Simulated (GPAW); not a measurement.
# Hf2NS2 MXene monolayer: work function by functional and basis, part 2 of 2

Aim: the work function of both faces of Hf2NS2 MXene monolayer, and its spread over functionals and bases.

GPAW 26.7.0; GPAW, PAW setups; layer in a repeated cell with vacuum, relaxation of atoms and in-plane cell (the session's first sound run).

So far, upper work function (eV): step 3 (plane waves, PBE) 5.54; step 5 (self-consistent run: xc = "vdW-DF2", GPAW, PAW setups, GPAW) 5.87; step 6 (OptPBE vdW: xc = "optPBE-vdW", GPAW, PAW setups, GPAW) 5.75; step 7 (self-consistent run: xc = "revPBE") 5.44; step 8 (self-consistent run: xc = "LDA") 5.80.

## (9) Real-space grid: mode = "fd"

Level of this step: GPAW, PAW setups; slab in vacuum (GPAW).

A real-space grid is a second complete basis, so it checks the plane-wave result.

run.py

```python
import json
import numpy as np
from ase import Atoms
from gpaw import GPAW

slab = Atoms(
    ['S', 'Hf', 'N', 'Hf', 'S'],
    positions=[
        [0.00000, 1.95896, 7.00000],
        [1.69652, 0.97948, 8.56495],
        [0.00000, -0.00000, 9.84956],
        [0.00000, 1.95896, 11.13418],
        [1.69652, 0.97948, 12.69914]],
    cell=[[3.39303, -0.0, 0.0], [-1.69652, 2.93846, 0.0], [0.0, 0.0, 19.6991]],
    pbc=[True, True, False])

slab.calc = GPAW(mode='fd', h=0.18, xc='PBE', kpts={'size': (12, 12, 1), 'gamma': True},
                 occupations={'name': 'fermi-dirac', 'width': 0.05}, nbands='160%',
                 convergence={'density': 1e-05}, maxiter=200,
                 poissonsolver={'dipolelayer': 'xy'},
                 symmetry={'tolerance': 1e-3}, txt='slab.txt')
result = {}
energy = slab.get_potential_energy()
fermi = slab.calc.get_fermi_level()
v = slab.calc.get_electrostatic_potential().mean((0, 1)) - fermi
n = slab.calc.get_pseudo_density().mean((0, 1))
L = slab.cell[2, 2]
z = np.arange(len(v)) * L / len(v)
low, high = slab.positions[:, 2].min(), slab.positions[:, 2].max()
below, above = np.interp([low - 4.8, high + 4.8], z, v)
slopes = [np.interp(x, z, np.gradient(v, z)) for x in (low - 4.8, high + 4.8)]
eps = np.array([[slab.calc.get_eigenvalues(k, s) for k in range(len(slab.calc.get_ibz_k_points()))]
                for s in range(slab.calc.get_number_of_spins())]) - fermi
top, bottom = eps[eps < 0].max(), eps[eps > 0].min()
dipole = slab.get_dipole_moment()[2]
print(f'energy {energy:.4f} eV, Fermi level {fermi:.4f} eV, dipole {dipole:.5f} e A')
print(f'potential 4.8 A off the faces, from the Fermi level: lower {below:.4f} eV, upper {above:.4f} eV')
print(f'slope of the potential there: lower {slopes[0]:.5f}, upper {slopes[1]:.5f} eV/A')
print(f'nearest levels on the mesh: {top:.4f} and {bottom:.4f} eV')
print('magnetic moment', round(slab.get_magnetic_moment(), 3))
result.update(energy=energy, fermi=fermi, dipole=dipole, below=below, above=above, slopes=slopes, edges=[top, bottom],
              z=z.tolist(), v=v.tolist(), n=n.tolist(), positions=slab.positions.tolist(),
              forces=slab.get_forces(apply_constraint=False).tolist(), moments=slab.get_magnetic_moments().tolist())
json.dump(result, open('result.json', 'w'))
```

Command:

```bash
$ OMP_NUM_THREADS=1 OPENBLAS_NUM_THREADS=1 python run.py
```

Log:

```text
energy -39.3712 eV, Fermi level -5.5470 eV, dipole 0.00051 e A
potential 4.8 A off the faces, from the Fermi level: lower 5.5517 eV, upper 5.5422 eV
slope of the potential there: lower -0.00003, upper 0.00003 eV/A
nearest levels on the mesh: -0.0212 and 0.0133 eV
magnetic moment 0.0
```

Elapsed: 2.7 min, on 1 thread of Arm Neoverse V1, shared host; peak memory 0.6 GiB.

Numbers from this step:

```
dipole along the normal                    : 5.14e-4 e·Å
levels nearest the Fermi level on the mesh : -0.02119, 0.01330 eV from the Fermi level
upper work function                        : 5.542 eV
lower work function                        : 5.552 eV
```

Table of electrostatic potential energy of an electron (without an applied field's), less the Fermi level, planar mean by z:

z (Å), electrostatic potential energy of an electron (without an applied field's), less the Fermi level, planar mean (eV) and a bar from the least value:
```
      0.0        5.5 ##############################
      0.5        5.6 ##############################
      1.0        5.6 ##############################
      1.5        5.6 ##############################
      2.0        5.6 ##############################
      2.5        5.6 ##############################
      3.0        5.6 ##############################
      3.5        5.6 ##############################
      4.0        5.5 ##############################
      4.5        5.5 ##############################
      5.0        5.5 ##############################
      5.5        5.2 ##############################
      6.0        3.7 ############################
      6.5       -3.1 ####################
      7.0      -15.9 #####
      7.5       -7.0 ################
      8.0       -9.8 ############
      8.5      -20.3 
      9.0      -13.1 ########
      9.5       -7.3 ###############
     10.0      -10.1 ############
     10.5       -8.8 #############
     11.0      -19.6 #
     11.5      -14.6 #######
     12.0       -6.0 #################
     12.5      -13.4 ########
     13.0       -8.9 #############
     13.5        2.1 ##########################
     14.0        4.8 #############################
     14.5        5.4 ##############################
     15.0        5.5 ##############################
     15.5        5.5 ##############################
     16.0        5.5 ##############################
     16.5        5.5 ##############################
     17.0        5.5 ##############################
     17.5        5.5 ##############################
     18.0        5.5 ##############################
     18.5        5.5 ##############################
     19.0        5.5 ##############################
     19.5        5.5 ##############################
```

The upper face's work function is 5.542 eV, against 5.542 eV in the first plane-wave PBE run at this geometry.

## (10) Atomic orbitals: mode = "lcao"

Atom-centred orbitals end a few angstrom from the surface, which tests how much the density's tail matters.

run.py: that of step 9 with these lines changed.

```diff
@@ -16,4 +16,4 @@
 
-slab.calc = GPAW(mode='fd', h=0.18, xc='PBE', kpts={'size': (12, 12, 1), 'gamma': True},
-                 occupations={'name': 'fermi-dirac', 'width': 0.05}, nbands='160%',
+slab.calc = GPAW(mode='lcao', basis='dzp', h=0.18, xc='PBE', kpts={'size': (12, 12, 1), 'gamma': True},
+                 occupations={'name': 'fermi-dirac', 'width': 0.05}, nbands='120%',
                  convergence={'density': 1e-05}, maxiter=200,
```

Log:

```text
energy -37.8584 eV, Fermi level -5.5984 eV, dipole 0.00051 e A
potential 4.8 A off the faces, from the Fermi level: lower 5.6031 eV, upper 5.5936 eV
slope of the potential there: lower -0.00000, upper 0.00000 eV/A
nearest levels on the mesh: -0.0369 and 0.0194 eV
magnetic moment 0.0
```

Elapsed: 3.8 min, on 1 thread; peak memory 0.31 GiB.

Numbers from this step:

* levels nearest the Fermi level on the mesh: -0.03694, 0.01936 eV from the Fermi level
* upper work function: 5.594 eV
* lower work function: 5.603 eV

The electrostatic potential energy of an electron (without an applied field's), less the Fermi level, planar mean oscillates, so the rows of the table below give means over windows of 1.73 Å about each position, cut where the curve ends. Its maxima inside the range that stand out by 2 % of the span (Å: eV): 7.7: -5.94, 9.4: -7.04, 10.3: -7.04, 12.0: -5.94. Its minima: 7.0: -16.1, 8.6: -20.7, 9.8: -11.9, 11.1: -20.7, 12.7: -16.1.

Table of electrostatic potential energy of an electron (without an applied field's), less the Fermi level, planar mean by z; means over each step:

z (Å), electrostatic potential energy of an electron (without an applied field's), less the Fermi level, planar mean (eV) and a bar from the least value:
```
     0.86        5.6 ##############################
     2.59        5.6 ##############################
     4.32        5.6 ##############################
     6.05        0.4 ######################
     7.78      -12.5 #
     9.51      -10.7 ####
    11.24      -13.3 
    12.97       -6.1 ###########
    14.70        5.4 ##############################
    16.43        5.6 ##############################
    18.16        5.6 ##############################
```

The upper face's work function is 5.594 eV, against 5.542 eV in the first plane-wave PBE run at this geometry.

## (11) All levels side by side

Times are for 1 thread of Arm Neoverse V1, shared host. The series side by side:

```tsv
no.	run	upper work function (eV)	lower work function (eV)	time	memory (GiB)
1	pw	5.542	5.551	89 s	0.26
2	RPBE	5.442	5.452	89 s	0.26
3	vdW DF2	5.870	5.879	1.7 min	0.43
4	optPBE vdW	5.749	5.759	1.8 min	0.43
5	revPBE	5.443	5.452	89 s	0.26
6	LDA	5.801	5.810	87 s	0.26
7	fd	5.542	5.552	2.7 min	0.6
8	lcao	5.594	5.603	3.8 min	0.31
```

## (12) Side by side

Results and costs are gathered.

This step: comparison of work functions, dipole and cost (GPAW 26.7.0).

Ladder, by row:

```tsv
step	code	work function, upper (eV)	work function, lower (eV)	dipole (e Å)	wall time (s)	peak memory (GiB)	threads
pw	GPAW	5.542	5.551	3.55e-4	88.85	0.26	1
RPBE	GPAW	5.442	5.452	3.55e-4	88.95	0.26	1
vdW-DF2	GPAW	5.87	5.879	3.55e-4	102.6	0.43	1
optPBE-vdW	GPAW	5.749	5.759	3.54e-4	105.5	0.43	1
revPBE	GPAW	5.443	5.452	3.55e-4	88.85	0.26	1
LDA	GPAW	5.801	5.81	3.55e-4	86.81	0.26	1
fd	GPAW	5.542	5.552	5.14e-4	162.5	0.6	1
lcao	GPAW	5.594	5.603	5.14e-4	227	0.31	1
```

## (13) Summary of results

- work function, upper and lower face: 5.542 and 5.551 eV
- dipole along the normal: 3.6e-4 e Å, near the numerical noise

With plane waves and PBE the work function is 5.54 eV on the upper face and 5.55 eV on the lower. Over the sound runs of the table the upper face's work function spans 5.442 (RPBE) to 5.870 eV (vdW-DF2). The starting lattice was a guess from atomic radii; the relaxation moved it by 5 %. The small printed dipole stands for a step of -6.4 meV from the lower to the upper face, and the probes find -9.5 meV; values this small are near the numerical noise of both. The cell holds an odd number of electrons, so without spin polarisation it must come out metallic and without a moment, whatever its true state. The layer's cell and atoms come from the relaxation; spin-orbit coupling and temperature are left out.

[Logs are printed without paths, hosts, clocks, repeated set-up lines and the standing remarks that a program may print on its own settings, such as how far it seeks lower states.]

[Hosts, paths, dates, database ids (printed as entryN), source tags and the programs' standing remarks are cut or masked in the printed files.]
